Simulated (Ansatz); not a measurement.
TiB2 (P6/mmm): the Drude term of Re ε in the infrared

Re ε of TiB2 (P6/mmm) along x at low photon energies is read from one computed spectrum; the carriers' damping was typed as γ = 0.1 eV. x, y and z are the Cartesian axes of the input cell.

Symmetry: P6/mmm, No. 191, hexagonal system. The conventional cell has a = 3.029 Å, b = 3.029 Å, c = 3.228 Å, α = 90.00°, β = 90.00°, γ = 120.00°. Ti on site a has 12 B at 2.38 Å as nearest neighbours. B on site d is surrounded by 3 B at 1.75 Å.

Method: Ansatz 0.2.0, PBE, independent particles, k-mesh 15×15×10 with interpolation inside its cells, Gaussian parameter 0.15 eV.

Launch of the response step: `ansatz run input.yaml --threads 4 --pin off --max-ram 8192MiB --backend cpu --events-out ev --progress --plain --runs-dir out`. The run took 42 s, on 4 threads of Arm Neoverse V2, with other jobs on the host.

```tsv
photon energy E (eV)	wavelength (µm)	Re ε
0.25	4.96	?
0.30	4.13	-70.6
0.35	3.54	-43.1
0.40	3.10	-25.5
0.50	2.48	-6.8
0.60	2.07	0.4
0.70	1.77	2.3
```

A Drude term over a constant background gives Re ε = ε_b − ωp²/(E² + γ²), linear in 1/(E² + γ²).

Working, on the rows shown:

| x = 1/(E² + γ²) (eV⁻²) | y = Re ε |
| --- | --- |
| 10 | -70.6 |
| 7.54717 | -43.1 |
| 5.88235 | -25.5 |
| 3.84615 | -6.8 |
| 2.7027 | 0.4 |
| 2 | 2.3 |

Means: x̄ = 5.3297, ȳ = -23.883. Σ(x − x̄)(y − ȳ) = -438, Σ(x − x̄)² = 47.22. Slope = -438 / 47.22 = -9.275; intercept = ȳ − slope · x̄ = 25.551. The line misses the rows shown by at most 4.7.

Question: What does the fit predict for the withheld row, and how well does it do?

Answer: At x = 13.793 the line gives y = -102.38. The run gave -114.7, so the extrapolation is off by 12, 11 % of the range in the table. Beyond its data the fit drifts from the curve.

Refitted with all rows, the slope is -10.1 and the intercept 29.17. These give ωp = √(−slope) = 3.18 eV, against 3.70 eV from the program's Fermi-surface sum, and an intercept of 29.2. Taking the program's Drude term off the rows leaves 74 at the lowest energy and 30 at the highest, so the background isn't constant: interband transitions lie in or near the window, and neither fitted number can be trusted. The values come from a sum over the points of one k-mesh and carry its error, which is largest for Fermi-surface quantities.

[Logs are printed without paths, hosts, clocks, repeated set-up lines and the standing remarks that a program may print on its own settings, such as how far it seeks lower states.]
